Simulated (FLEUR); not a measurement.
# Collinear magnetic orders of Gd (Gadolinium) with FLEUR, part 2 of 3

Aim: find out whether Gd (Gadolinium) carries moments, and which collinear order costs least.

FLEUR MaX-R8.1; PBE with U = 6 eV on Gd f; all-electron FLAPW, Dirac cores, scalar-relativistic bands.

So far, largest spin moment in the muffin-tin sphere (μB): step 2 (run 1 (ferro ++)) 7.38; step 3 (antiferromagnetic, start moments [7.0, -7.0] μB) 7.32.

### 4. Run 3 (antiferro q=(0,0,1/2) +-+-)

Reversing part of the moments tests the sign of the couplings between them.

This order needs a doubled cell of 4 atoms. The mesh is halved along the doubled vector, so that both cells sample the same points. The k list default-1 (kpts.xml, not shown) is a Γ-centred 10×10×3 mesh.

inp.xml reads:

```
<?xml version="1.0" encoding="UTF-8" standalone="no"?>
<fleurInput fleurInputVersion="0.39">
   <comment>
      Gd
   </comment>
   <calculationSetup>
      <cutoffs Kmax="3.6" Gmax="10.8" GmaxXC="10.8" numbands="0"/>
      <scfLoop itmax="120" minDistance="0.0001" maxIterBroyd="15" imix="Anderson" alpha="0.05" precondParam="0.0" spinf="2.0" sdNocoIR="T"/>
      <coreElectrons ctail="T" frcor="F" kcrel="0" coretail_lmax="0"/>
      <xcFunctional name="pbe" relativisticCorrections="F"/>
      <magnetism jspins="2"/>
      <soc l_soc="F" theta="0.0" phi="0.0" spav="F"/>
      <expertModes spex="0" secvar="F"/>
      <geometryOptimization l_f="F" forcealpha="1.0" forcemix="BFGS" epsdisp="0.00001" epsforce="0.00001"/>
      <ldaU l_linMix="F" mixParam="0.05" spinf="1.0"/>
   </calculationSetup>
   <cell>
      <bzIntegration valenceElectrons="72.0" mode="hist" fermiSmearingEnergy="0.00183747">
         <kPointListSelection listName="default-1"/>
         <xi:include xmlns:xi="http://www.w3.org/2001/XInclude" href="kpts.xml"> </xi:include>
      </bzIntegration>
      <xi:include xmlns:xi="http://www.w3.org/2001/XInclude" href="sym.xml"> </xi:include>
      <bulkLattice scale="1.0">
         <bravaisMatrix>
            <row-1>    6.8710441890833946    -0.0000000000188973     0.0000000000000000</row-1>
            <row-2>   -3.4355220945416973     5.9504988182763174     0.0000000000000000</row-2>
            <row-3>    0.0000000000000000     0.0000000000000000    21.8550605762239201</row-3>
         </bravaisMatrix>
      </bulkLattice>
   </cell>
   <atomSpecies>
      <species name="Gadolinium7.000" element="Gd" atomicNumber="64">
         <mtSphere radius="2.8" gridPoints="925" logIncrement="0.014"/>
         <atomicCutoffs lmax="10" lnonsphr="8"/>
         <electronConfig flipSpins="F">
            <coreConfig>(1s1/2) (2s1/2) (2p1/2) (2p3/2) (3s1/2) (3p1/2) (3p3/2) (4s1/2) (3d3/2) (3d5/2) (4p1/2) (4p3/2) (4d3/2) (4d5/2)</coreConfig>
            <valenceConfig>(5s1/2) (5p1/2) (5p3/2) (6s1/2) (4f5/2) (4f7/2) (5d3/2) (5d5/2)</valenceConfig>
            <stateOccupation state="(4f5/2)" spinUp="2.5" spinDown="0.5"/>
            <stateOccupation state="(4f7/2)" spinUp="4.0" spinDown="0.0"/>
            <stateOccupation state="(5d3/2)" spinUp="0.4" spinDown="0.0"/>
            <stateOccupation state="(5d5/2)" spinUp="0.6" spinDown="0.0"/>
         </electronConfig>
         <energyParameters s="6" p="6" d="5" f="4"/>
         <ldaU l="3" U="6.0" J="0.0" l_amf="F"/>
         <lo type="SCLO" l="0" n="5" eDeriv="0"/>
         <lo type="SCLO" l="1" n="5" eDeriv="0"/>
      </species>
      <species name="Gadolinium-7.000" element="Gd" atomicNumber="64">
         <mtSphere radius="2.8" gridPoints="925" logIncrement="0.014"/>
         <atomicCutoffs lmax="10" lnonsphr="8"/>
         <electronConfig flipSpins="F">
            <coreConfig>(1s1/2) (2s1/2) (2p1/2) (2p3/2) (3s1/2) (3p1/2) (3p3/2) (4s1/2) (3d3/2) (3d5/2) (4p1/2) (4p3/2) (4d3/2) (4d5/2)</coreConfig>
            <valenceConfig>(5s1/2) (5p1/2) (5p3/2) (6s1/2) (4f5/2) (4f7/2) (5d3/2) (5d5/2)</valenceConfig>
            <stateOccupation state="(4f5/2)" spinUp="0.5" spinDown="2.5"/>
            <stateOccupation state="(4f7/2)" spinUp="0.0" spinDown="4.0"/>
            <stateOccupation state="(5d3/2)" spinUp="0.0" spinDown="0.4"/>
            <stateOccupation state="(5d5/2)" spinUp="0.0" spinDown="0.6"/>
         </electronConfig>
         <energyParameters s="6" p="6" d="5" f="4"/>
         <ldaU l="3" U="6.0" J="0.0" l_amf="F"/>
         <lo type="SCLO" l="0" n="5" eDeriv="0"/>
         <lo type="SCLO" l="1" n="5" eDeriv="0"/>
      </species>
   </atomSpecies>
   <atomGroups>
      <atomGroup species="Gadolinium7.000">
         <relPos label="                   1">1.000/3.000 -1.000/3.000 -1.000/8.000</relPos>
         <relPos label="                   3">-1.000/3.000 1.000/3.000 1.000/8.000</relPos>
         <force calculate="T" relaxXYZ="TTT"/>
      </atomGroup>
      <atomGroup species="Gadolinium-7.000">
         <relPos label="                   2">1.000/3.000 -1.000/3.000 3.000/8.000</relPos>
         <relPos label="                   4">-1.000/3.000 1.000/3.000 -3.000/8.000</relPos>
         <force calculate="T" relaxXYZ="TTT"/>
      </atomGroup>
   </atomGroups>
   <output dos="F" band="F" slice="F">
      <bandDOS minEnergy="-.5*Htr" maxEnergy="0.5*Htr" sigma="0.015" storeEVData="T"/>
      <plotting iplot="0" polar="F">
         <plot TwoD="T" vec1="  1.0  0.0  0.0" vec2="  0.0  1.0  0.0" vec3="  0.0  0.0  1.0" zero="  0.0  0.0  0.0" file="plot"/>
      </plotting>
      <moessbauerParams electricFieldGradient="F" isomerShift="F" coreHyperfine="F" valenceHyperfine="F"/>
   </output>
</fleurInput>
```

crystal.txt reads:

```
Gd
&input film=F cartesian=F /
3.63600000002  -0.00000000001  0.00000000000
-1.81800000001  3.14886836818  0.00000000000
0.00000000000  0.00000000000  11.56520000000
1.8897261246
1.0 1.0 1.0

4
64 0.33333333333  0.66666666667  0.12500000000 : 7.000
64 0.33333333333  0.66666666667  0.62500000000 : -7.000
64 0.66666666667  0.33333333333  0.37500000000 : 7.000
64 0.66666666667  0.33333333333  0.87500000000 : -7.000

&kpt div1=10 div2=10 div3=3 gamma=T /
```

Command:

```
$ OMP_NUM_THREADS=1 inpgen -f crystal.txt > inpgen.log  # inp.xml is then edited as shown
$ OMP_NUM_THREADS=1 mpirun -n 4 fleur_MPI > fleur.log
```

The program printed:

```text
[banner, memory and clock lines left out]
Welcome to FLEUR        (www.flapw.de)
      MaX-Release 8.1          (www.max-centre.eu)

 ========== k-point set info ==========
 Selected k-point list: default-1
 k-point list type: mesh
 10 x 10 x 3
 Number of k points: 36

 [... set-up left out ...]
 Iteration:     1   Distance:      27.92633103 me/bohr^3
 Iteration:     2   Distance:      26.67230865 me/bohr^3
 Iteration:     3   Distance:       3.39950061 me/bohr^3
 Iteration:     4   Distance:       0.67079069 me/bohr^3
 Iteration:     5   Distance:       0.48524166 me/bohr^3
[...]
[... left out ...]
            <freeEnergy value="-45122.2192087685"/>
            <extrapolationTo0K value="-45122.2183456526"/>
         </totalEnergy>
         [... left out ...]
         <ldaUDensityMatrixConvergence>
            <distance spin="1" distance="0.000000"/>
            <distance spin="2" distance="0.000000"/>
         </ldaUDensityMatrixConvergence>
         <densityConvergence units="me/bohr^3">
            <chargeDensity spin="1" distance="0.0000470711"/>
            <chargeDensity spin="2" distance="0.0000466889"/>
            <overallChargeDensity distance="0.0000369344"/>
            <spinDensity distance="0.0000861796"/>
         </densityConvergence>
      </iteration>
```

Run time: 3.6 min. Hardware: 4 MPI ranks of Intel Xeon Platinum 8259CL at 2.50GHz (Skylake/Cascade Lake), shared host; peak memory 0.4 GiB; 14 min of CPU time.

Spin moment in the muffin-tin sphere by atom:

```csv
atom,spin moment in the muffin-tin sphere (μB)
Gd1,7.37
Gd2,-7.37
Gd3,7.37
Gd4,-7.37
```

This step gave:

| Item | Value |
| --- | --- |
| free energy | -1227838.1352 eV |
| program's band gap on this mesh (in a metal only a level spacing) | 1.40e-5 eV |
| magnetization | 0 μB |
| final state | antiferromagnetic |

It lies 22.5 meV a seeded atom over the first start, and its largest moment is 7.37 μB against 7.38 μB.

### 5. Start 4: antiferro q=(0,1/2,0) +-+-

Another pattern of signs weighs the neighbour shells otherwise.

The cell is doubled to 4 atoms to hold this order. The mesh is halved along the doubled vector, so that both cells sample the same points. The k list default-1 (kpts.xml, not shown) is a Γ-centred 10×5×6 mesh.

inp.xml: that of step 4 with these lines changed.

```diff
@@ -24,5 +24,5 @@
          <bravaisMatrix>
-            <row-1>    6.8710441890833946    -0.0000000000188973     0.0000000000000000</row-1>
-            <row-2>   -3.4355220945416973     5.9504988182763174     0.0000000000000000</row-2>
-            <row-3>    0.0000000000000000     0.0000000000000000    21.8550605762239201</row-3>
+            <row-1>    6.8710441890456000     0.0000000000000000     0.0000000000000000</row-1>
+            <row-2>   -6.8710441890456000    11.9009976366282224     0.0000000000000000</row-2>
+            <row-3>    0.0000000000000000     0.0000000000000000    10.9275302881119600</row-3>
          </bravaisMatrix>
@@ -66,4 +66,4 @@
       <atomGroup species="Gadolinium7.000">
-         <relPos label="                   1">1.000/3.000 -1.000/3.000 -1.000/8.000</relPos>
-         <relPos label="                   3">-1.000/3.000 1.000/3.000 1.000/8.000</relPos>
+         <relPos label="                   1">1.000/3.000 1.000/12.000 1.000/4.000</relPos>
+         <relPos label="                   3">-1.000/3.000 -1.000/12.000 -1.000/4.000</relPos>
          <force calculate="T" relaxXYZ="TTT"/>
@@ -71,4 +71,4 @@
       <atomGroup species="Gadolinium-7.000">
-         <relPos label="                   2">1.000/3.000 -1.000/3.000 3.000/8.000</relPos>
-         <relPos label="                   4">-1.000/3.000 1.000/3.000 -3.000/8.000</relPos>
+         <relPos label="                   2">1.000/3.000 -5.000/12.000 1.000/4.000</relPos>
+         <relPos label="                   4">-1.000/3.000 5.000/12.000 -1.000/4.000</relPos>
          <force calculate="T" relaxXYZ="TTT"/>
```

crystal.txt reads:

```
Gd
&input film=F cartesian=F /
3.63600000000  0.00000000000  0.00000000000
-3.63600000000  6.29773673640  0.00000000000
0.00000000000  0.00000000000  5.78260000000
1.8897261246
1.0 1.0 1.0

4
64 0.33333333340  0.33333333340  0.25000000000 : 7.000
64 0.33333333335  0.83333333335  0.25000000000 : -7.000
64 0.66666666660  0.16666666660  0.75000000000 : 7.000
64 0.66666666665  0.66666666665  0.75000000000 : -7.000

&kpt div1=10 div2=5 div3=6 gamma=T /
```

The program printed:

```text
[banner, memory and clock lines left out]
Welcome to FLEUR        (www.flapw.de)
      MaX-Release 8.1          (www.max-centre.eu)

 ========== k-point set info ==========
 Selected k-point list: default-1
 k-point list type: mesh
 10 x 5 x 6
 Number of k points: 104

 [... set-up left out ...]
 Iteration:     1   Distance:      27.79329499 me/bohr^3
 Iteration:     2   Distance:      26.54268228 me/bohr^3
 Iteration:     3   Distance:       3.29954040 me/bohr^3
 Iteration:     4   Distance:       0.58395367 me/bohr^3
 Iteration:     5   Distance:       0.46563811 me/bohr^3
[...]
[... left out ...]
            <freeEnergy value="-45122.2153453470"/>
            <extrapolationTo0K value="-45122.2141884099"/>
         </totalEnergy>
         [... left out ...]
         <ldaUDensityMatrixConvergence>
            <distance spin="1" distance="0.000001"/>
            <distance spin="2" distance="0.000001"/>
         </ldaUDensityMatrixConvergence>
         <densityConvergence units="me/bohr^3">
            <chargeDensity spin="1" distance="0.0000501644"/>
            <chargeDensity spin="2" distance="0.0000386936"/>
            <overallChargeDensity distance="0.0000591788"/>
            <spinDensity distance="0.0000672696"/>
         </densityConvergence>
      </iteration>
```

Elapsed: 8.8 min, on 4 MPI ranks; peak memory 0.56 GiB; 35 min of CPU time.

Read from the output:

```
free energy                                                       : -1227838.0300 eV
program's band gap on this mesh (in a metal only a level spacing) : 1.10e-9 eV
magnetization                                                     : 0 μB
final state                                                       : antiferromagnetic
largest moment                                                    : 7.330 μB
```

It lies 48.8 meV a seeded atom over the first start, and its largest moment is 7.33 μB against 7.38 μB.

### 6. Run 5 (antiferro q=(0,1/2,0) +--+)

Reversing part of the moments tests the sign of the couplings between them.

This order needs a doubled cell of 4 atoms. The mesh is halved along the doubled vector, so that both cells sample the same points.

inp.xml: that of step 5 with these lines changed.

```diff
@@ -66,4 +66,4 @@
       <atomGroup species="Gadolinium7.000">
-         <relPos label="                   1">1.000/3.000 1.000/12.000 1.000/4.000</relPos>
-         <relPos label="                   3">-1.000/3.000 -1.000/12.000 -1.000/4.000</relPos>
+         <relPos label="                   1">1.000/3.000 1.000/3.000 1.000/4.000</relPos>
+         <relPos label="                   4">-1.000/3.000 -1.000/3.000 -1.000/4.000</relPos>
          <force calculate="T" relaxXYZ="TTT"/>
@@ -71,4 +71,4 @@
       <atomGroup species="Gadolinium-7.000">
-         <relPos label="                   2">1.000/3.000 -5.000/12.000 1.000/4.000</relPos>
-         <relPos label="                   4">-1.000/3.000 5.000/12.000 -1.000/4.000</relPos>
+         <relPos label="                   2">1.000/3.000 -1.000/6.000 1.000/4.000</relPos>
+         <relPos label="                   3">-1.000/3.000 1.000/6.000 -1.000/4.000</relPos>
          <force calculate="T" relaxXYZ="TTT"/>
```

crystal.txt: that of step 5 with these lines changed.

```diff
@@ -11,4 +11,4 @@
 64 0.33333333335  0.83333333335  0.25000000000 : -7.000
-64 0.66666666660  0.16666666660  0.75000000000 : 7.000
-64 0.66666666665  0.66666666665  0.75000000000 : -7.000
+64 0.66666666665  0.16666666665  0.75000000000 : -7.000
+64 0.66666666660  0.66666666660  0.75000000000 : 7.000
```

The program printed:

```text
[banner, memory and clock lines left out]
Welcome to FLEUR        (www.flapw.de)
      MaX-Release 8.1          (www.max-centre.eu)

 ========== k-point set info ==========
 Selected k-point list: default-1
 k-point list type: mesh
 10 x 5 x 6
 Number of k points: 104

 [... set-up left out ...]
 Iteration:     1   Distance:      27.68059512 me/bohr^3
 Iteration:     2   Distance:      26.43424351 me/bohr^3
 Iteration:     3   Distance:       3.28059117 me/bohr^3
 Iteration:     4   Distance:       0.60338681 me/bohr^3
 Iteration:     5   Distance:       0.49582863 me/bohr^3
[...]
[... left out ...]
            <freeEnergy value="-45122.2126580125"/>
            <extrapolationTo0K value="-45122.2114566981"/>
         </totalEnergy>
         [... left out ...]
         <ldaUDensityMatrixConvergence>
            <distance spin="1" distance="0.000000"/>
            <distance spin="2" distance="0.000000"/>
         </ldaUDensityMatrixConvergence>
         <densityConvergence units="me/bohr^3">
            <chargeDensity spin="1" distance="0.0000225468"/>
            <chargeDensity spin="2" distance="0.0000223827"/>
            <overallChargeDensity distance="0.0000256273"/>
            <spinDensity distance="0.0000369044"/>
         </densityConvergence>
      </iteration>
```

Wall time 8.2 min (4 MPI ranks); peak memory 0.55 GiB.

Read from the output:

* free energy: -1227837.9569 eV
* program's band gap on this mesh (in a metal only a level spacing): 1.10e-8 eV
* magnetization: 0 μB
* final state: antiferromagnetic
* largest moment: 7.258 μB

It lies 67.1 meV a seeded atom over the first start, and its largest moment is 7.26 μB against 7.38 μB.

(Continued in part 3 of 3.)

[Logs and program files are shortened in this print: banners, set-up blocks, solver, clock and traceback lines can be left out without a mark of their own.]

[Logs are printed without paths, hosts, clocks, repeated set-up lines and the standing remarks that a program may print on its own settings, such as how far it seeks lower states.]

[Hosts, paths, dates, database ids (printed as entryN), source tags and the programs' standing remarks are cut or masked in the printed files.]

[Where a cell is said to come from a database of computed structures, the database is the Materials Project.]
